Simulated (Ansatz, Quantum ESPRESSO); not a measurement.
## Mo (bcc): bulk modulus from a few volumes

How stiff is bcc Mo under hydrostatic load? Each row scales the relaxed cell evenly and relaxes the atoms. The phase is followed to these pressures whether or not it stays the stable one.

Calculated with Ansatz 0.2.0, r2SCAN, PAW files of the set soft_1, cutoff 600 eV, Fermi–Dirac smearing 0.05 eV, k-mesh 20×20×20, no spin polarisation, no spin-orbit coupling in one row; meshes follow the cell at fixed spacing.

Reference cell, relaxed at zero pressure with r2SCAN (Im-3m): a = 2.7289 Å, b = 2.7289 Å, c = 2.7289 Å, α = 109.47°, β = 109.47°, γ = 109.47°.

```
atom       x       y       z
  Mo  0.0000  0.0000  0.0000
```

| V (Å³/atom) | V/V0 | P (GPa) | E − E0 (meV/atom) |
| --- | --- | --- | --- |
| 14.7051 | 0.9400 | 19.254 | 52.2 |
| 15.0180 | 0.9600 | 12.189 | 21.6 |
| 15.3309 | 0.9800 | 5.703 | 5.5 |
| 15.9566 | 1.0200 | −5.181 | 5.2 |
| 16.5824 | 1.0600 | −14.056 | 43.3 |

V0 = 15.6437 Å³ an atom, where the residual pressure P0 is −0.013 GPa. **Question.** Fit the Birch–Murnaghan law and give the pressure and the energy at V = 16.2695 Å³ an atom, a row left out above.

With the Eulerian strain f = ½[(V0/V)^(2/3) − 1] and F = (P − P0)/[3f(1 + 2f)^(5/2)], the third-order law is the line F = B0 + (3/2) B0 (B′ − 4) f.

| f | F (GPa) |
| --- | --- |
| 0.02106 | 275.13 |
| 0.01379 | 275.49 |
| 0.00678 | 271.79 |
| −0.00656 | 271.50 |
| −0.01905 | 270.75 |

A straight line through the 5 rows: the means are 0.003204 for f and 272.93 for F, Σ(Δx)² = 0.001034 and ΣΔxΔy = 0.1248, so the slope is 0.1248/0.001034 = 120.65 and the intercept 272.93 − (120.65)(0.003204) = 272.55.

Hence B0 = 272.5 GPa and B′ = 4 + (120.6)/(1.5 × 272.5) = 4.30. For the withheld volume f = −0.01291, F = 270.99 GPa and P = −9.84 GPa. The run itself gives −9.85 GPa, so the estimate misses by 0.01 GPa; the fitted rows themselves lie up to 0.06 GPa off the law.

Integrating the same law gives E − E0 = (9/2) B0 V0 f²[1 + (B′ − 4) f] + P0(V0 − V), with 1 GPa Å³ = 6.2415 meV: 19.9 meV an atom. The run itself gives 19.9 meV, so the estimate misses by 0.0 meV; the fitted rows themselves lie up to 1.2 meV off the law.

The same fit over all rows at other levels or in other programs gives B0 = 278 GPa with PBEsol (Quantum ESPRESSO, PseudoDojo), 279 GPa with PBEsol (Ansatz) and 280 GPa with PBEsol (Quantum ESPRESSO, GBRV).

[Logs are printed without paths, hosts, clocks, repeated set-up lines and the standing remarks that a program may print on its own settings, such as how far it seeks lower states.]
